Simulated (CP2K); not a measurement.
Consider 2-vinylpyrrole at its PBE geometry (Å).

```xyz
14

C    -2.5320    0.3212    0.4647
C    -1.5529   -0.3611   -0.1597
C    -0.1305   -0.1155   -0.0692
C     0.6381    0.8254    0.6216
C     2.0015    0.5932    0.3133
C     2.0553   -0.4843   -0.5620
N     0.7656   -0.9029   -0.7776
H    -3.5768    0.0546    0.3193
H    -2.3196    1.1575    1.1310
H    -1.8399   -1.1898   -0.8158
H     0.2452    1.5952    1.2767
H     2.8567    1.1491    0.6827
H     2.8949   -0.9778   -1.0374
H     0.4943   -1.6647   -1.3877
```

Method: CP2K XAS_TDP, all-electron GAPW, PBEh(45%), aug-cc-pVDZ, TDA, no relativity.

Predict the bright core excitations at the C K edge.

Leading lines: C1 280.69 eV, C2 281.25 eV, C3 282.57 eV, C4 281.56 eV, C5 282.27 eV and C6 282.48 eV. The leading line of an atom is its first one with 35 % of the strongest within 2.5 eV of its lowest line over the strength cut. 

The first six lines of each atom with a strength over 0.0015:

```
                     atom  energy (eV)  states  strength, one atom
 C1 (bonded to C and 2 H)       280.69       1              0.0471
                                283.97       1              0.0059
                                284.41       1              0.0109
                                284.83       1              0.0048
                                285.50       1              0.0020
                                285.56       1              0.0072
 C2 (bonded to 2 C and H)       281.25       1              0.0467
                                284.23       1              0.0135
                                285.38       1              0.0024
                                285.58       1              0.0072
                                286.17       1              0.0028
                                286.33       1              0.0042
 C3 (bonded to 2 C and N)       282.57       1              0.0342
                                285.05       1              0.0212
                                285.86       1              0.0025
                                286.27       1              0.0045
                                286.36       1              0.0034
                                287.03       1              0.0082
 C4 (bonded to 2 C and H)       281.56       1              0.0405
                                283.99       1              0.0066
                                284.22       1              0.0050
                                284.41       1              0.0034
                                285.18       1              0.0020
                                285.48       1              0.0098
 C5 (bonded to 2 C and H)       282.27       1              0.0521
                                283.93       1              0.0075
                                284.48       1              0.0022
                                285.47       1              0.0015
                                285.53       1              0.0029
                                286.57       1              0.0064
C6 (bonded to C, N and H)       282.48       1              0.0497
                                284.55       1              0.0103
                                285.05       1              0.0041
                                285.46       1              0.0022
                                286.31       2              0.0036
                                286.50       1              0.0030
```

Lines are vertical, at one geometry, with no vibrational structure. Without a correction of the core level, line positions, and the gaps between valence and Rydberg lines, follow the share of exact exchange. At this level such K lines come out 3 to 6 eV under measured ones. These values hold no scalar relativity, about 0.1 eV for C 1s. Rydberg lines, and the discretised continuum above threshold, depend on the basis and the box.

[Banner, clock and machine lines of the logs are left out without a mark of their own.]

[Logs are printed without paths, hosts, clocks, repeated set-up lines and the standing remarks that a program may print on its own settings, such as how far it seeks lower states.]

[Hosts, paths, dates, database ids (printed as entryN), source tags and the programs' standing remarks are cut or masked in the printed files.]
